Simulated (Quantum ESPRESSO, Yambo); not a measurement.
# SrTiO3 (Tausonite): G0W0 with and without spin-orbit coupling, part 2 of 2

Aim: spinor G0W0 for SrTiO3 (Tausonite) beside the scalar-relativistic result.

Quantum ESPRESSO 7.5 and Yambo 5.3.0; PBE and many-body steps on it, plane waves. Known limits of the many-body steps: not at the basis limit; no spin-orbit coupling in some runs; coarse k mesh.

So far. Step 4 (Scalar-relativistic): The gap on the mesh goes from 1.91 eV to 3.49 eV, a correction of +1.58 eV. Step 5 (Empty states on the mesh, 4×4×4 mesh, 242 bands): On this mesh the gap is 1.892 eV.

## 6. Conversion and set-up

This step: Yambo 5.3.0; conversion and set-up on PBE with spin-orbit coupling, plane waves, norm-conserving pseudopotentials.

Started as:

```
$ (cd o/x.save; p2y > p2y.log; mv SAVE ../..); yambo > setup.log
```

Output:

```text
 Yambo, version 5.3.0

 [02] CORE Variables Setup
 =========================

  [02.01] Unit cells
  ==================

  Cell kind             :  CUB
  Atoms in the cell     :  Sr  Ti  O
  number of Sr atoms    :  1
  number of Ti atoms    :  1
  number of O  atoms    :  3

  List of atomic masses
  Mass of Sr    :  87.62000
  Mass of Ti    :  47.86700
  Mass of O     :  15.99900

  List of atomic coordinates    : [cc]
  Sr1       :  3.689955  3.689955  3.689955  order 1
  Ti1       :  0.000000  0.000000  0.000000  order 2
  O1       :  3.689955  0.000000  0.000000  order 3
[...]
IBZ Q-points                                      :  10
 BZ  Q-points                                      :   64

 K/Q-points units:
 rlu = crystal or reduced units; cc = cartesian coordinates; iku = interal k-units

 Q [ 1]         [rlu]:  0.000000  0.000000  0.000000
 Q [ 2]         [rlu]:  0.000000  0.000000  0.250000
 Q [ 3]         [rlu]:  0.000000  0.000000 -0.500000
[...]
Q [ 8]         [rlu]:  0.250000  0.250000 -0.500000
 Q [ 9]         [rlu]:  0.250000 -0.500000 -0.500000
 Q [10]         [rlu]: -0.500000 -0.500000 -0.500000

  [03.01] X indexes
  =================

   [03.01.01] Sigma indexes
   ========================

 [06] Game Over & Game summary
```

The job ended after 3.7 s (1 MPI rank of Arm Neoverse V2, shared host; peak memory 0.25 GiB).

## 7. With spin-orbit coupling

This step: G0W0 on PBE with spin-orbit coupling, plane waves, norm-conserving pseudopotentials.

Contents of gw4.in:

```
HF_and_locXC
gw0
dyson
ppa
em1d
rim_cut
RandQpts= 1000000
RandGvec= 1 RL
EXXRLvcs= 76 Ry
VXCRLvcs= 304 Ry
Chimod= "HARTREE"
% BndsRnXp
 1 | 242 |
%
NGsBlkXp= 10 Ry
% LongDrXp
 1 | 1 | 1 |
%
% GbndRnge
 1 | 242 |
%
DysSolver= "n"
ExtendOut
PPAPntXp= 27.21138 eV
% QPkrange
 10 | 10 | 37 | 44 |
 1 | 1 | 37 | 44 |
%
```

Started as:

```
$ OMP_NUM_THREADS=2 mpirun -n 2 yambo -F gw4.in -J gw4 -C gw4 > gw4.log
```

Output:

```text
 Yambo, version 5.3.0

 [02] CORE Variables Setup
 =========================

  [... cell, symmetries and grids as in the set-up ...]

  [02.05] Energies & Occupations
  ==============================

  [X] === General ===
  [X] Electronic Temperature                        :  0.000000  0.000000 [eV K]
  [X] Bosonic    Temperature                        :  0.000000  0.000000 [eV K]
  [X] Finite Temperature mode                       : no
  [X] El. density                                   :  0.67159E+24 [cm-3]
  [X] Fermi Level                                   :  10.05572 [eV]

  [X] === Gaps and Widths ===
  [X] Conduction Band Min                           :  1.891727 [eV]
  [X] Valence Band Max                              :  0.000000 [eV]
  [X] Filled Bands                                  :   40
  [X] Empty Bands                                   :   41  242
  [X] Direct Gap                                    :  2.231267 [eV]
  [X] Direct Gap localized at k                     :  1
  [X] Indirect Gap                                  :  1.891727 [eV]
  [X] Indirect Gap between kpts                     :  10   1
  [X] Last valence band width                       :  0.737990 [eV]
  [X] 1st conduction band width                     :  2.609685 [eV]

 [03] Transferred momenta grid and indexing
 ==========================================

 IBZ Q-points                                      :  10
 BZ  Q-points                                      :   64

 K/Q-points units:
 rlu = crystal or reduced units; cc = cartesian coordinates; iku = interal k-units

 Q [ 1]         [rlu]:  0.000000  0.000000  0.000000
 Q [ 2]         [rlu]:  0.000000  0.000000  0.250000
 Q [ 3]         [rlu]:  0.000000  0.000000 -0.500000
[...]
[Hartree-Fock] El. density                        :  0.67159E+24 [cm-3]
  [Hartree-Fock] Fermi Level                        :  10.05572 [eV]

  [Hartree-Fock] === Gaps and Widths ===
  [Hartree-Fock] Conduction Band Min                :  1.982372 [eV]
  [Hartree-Fock] Valence Band Max                   : -0.049607 [eV]
  [Hartree-Fock] Filled Bands                       :   40
  [Hartree-Fock] Empty Bands                        :   41  242
  [Hartree-Fock] Direct Gap                         :  2.563400 [eV]
  [Hartree-Fock] Direct Gap localized at k          :  2
  [Hartree-Fock] Indirect Gap                       :  2.031979 [eV]
  [Hartree-Fock] Indirect Gap between kpts          :   9   2
  [Hartree-Fock] Last valence band width            :  4.988066 [eV]
  [Hartree-Fock] 1st conduction band width          :  11.52879 [eV]

 [08] Dyson equation: Newton solver
 ==================================

  [08.01] G0W0 (W PPA)
  ====================

  [  GW  ] Bands range     :    1  242
  [GW/PPA] G damping       :  0.100000 [eV]

  QP @ state[ 1 ] K range:  1  1
  QP @ state[ 1 ] b range:   37   44
  QP @ state[ 2 ] K range:  10  10
  QP @ state[ 2 ] b range:   37   44

   Sc/G bands                                       :    1  242
   Sc/G damping                                     :  0.100000 ev
   Sc bands terminator                              : no
   Sx RL components                                 :   4553

   QP @ state[ 1 ] K range                          :  1  1
   QP @ state[ 1 ] b range                          :   37   44
   QP @ state[ 2 ] K range                          :  10  10
   QP @ state[ 2 ] b range                          :   37   44
   GF energies kind                                 : Perdew, Burke & Ernzerhof(X)+Perdew, Burke & Ernzerhof(C)
   GF WF`s kind                                     : Perdew, Burke & Ernzerhof(X)+Perdew, Burke & Ernzerhof(C)
   Xs energies kind                                 : Perdew, Burke & Ernzerhof(X)+Perdew, Burke & Ernzerhof(C)
   Xs WF`s kind                                     : Perdew, Burke & Ernzerhof(X)+Perdew, Burke & Ernzerhof(C)

 [11] Game Over & Game summary
```

The job ended after 9.3 min (2 MPI ranks; peak memory 1.8 GiB).

This step gave:

- G0W0 gap on the points computed: 3.470 eV
- starting gap on the mesh: 1.892 eV
- k of the valence top: -0.5, -0.5, -0.5
- k of the conduction bottom: 0, 0, 0
- least direct G0W0 gap on the computed points: 3.815 eV
- Z at the valence top: 0.7663
- Z at the conduction bottom: 0.7787

Against G0W0 in Yambo (4×4×4 mesh, 121 bands, screening to 136.1 eV, Godby-Needs plasmon pole), the gap moves by −0.016 eV.

## 8. Side by side

Times are wall times on the hardware named with each run, good to a factor of about two.

```csv
run,mesh,bands,screening cutoff (eV),DFT gap (eV),gap on the mesh (eV),direct (eV),time
scalar-relativistic,4×4×4,121,136.1,1.908,3.487,3.849,1.9 min
with spin-orbit coupling,4×4×4,242,136.1,1.892,3.470,3.815,9.3 min
```

## 9. What came out

```
scalar-relativistic      : 3.487 eV
with spin-orbit coupling : 3.470 eV
known limits             : not at the basis limit; no spin-orbit coupling in some runs; coarse k mesh
```

What this shows: With spin-orbit coupling: −0.016 eV against scalar-relativistic, −0.016 eV of it in the start. Against experiment, by with spin-orbit coupling: the direct gap of 3.82 eV lies +0.05 eV from the measured 3.77 eV (direct, 300 K, 2013). An exciton line or allowed optical edge lies below the quasiparticle gap by the binding energy; a forbidden edge can push the onset above it. These are gaps on the mesh, at modest bands and cutoff. The calculation has static nuclei and no excitons; a measured gap holds zero-point and thermal motion, which mostly lowers it. Bands and cutoff are finite, so the gap is not at the basis limit. The miss can reach some tenths of an eV and take either sign; the mesh is an error of its own. In the G0W0 runs levels were corrected at 2 k points alone, so a gap called «on the mesh» is the least over those, and an edge elsewhere would be missed. The 4×4×4 mesh is coarse for this cell, which bears on the long-range parts of exchange and screening. This is the ideal cubic cell; many perovskites, halides above all, are cubic only on average, and local tilts or off-centring can widen the gap.

[Paths, hosts, dates, memory and timing lines, banners, echoed tables and standing remarks are left out of the program output.]

[Logs are printed without paths, hosts, clocks, repeated set-up lines and the standing remarks that a program may print on its own settings, such as how far it seeks lower states.]

[Runs of the session that timed out or met a known fault of the program may be left out.]

[Hosts, paths, dates, database ids (printed as entryN), source tags and the programs' standing remarks are cut or masked in the printed files.]
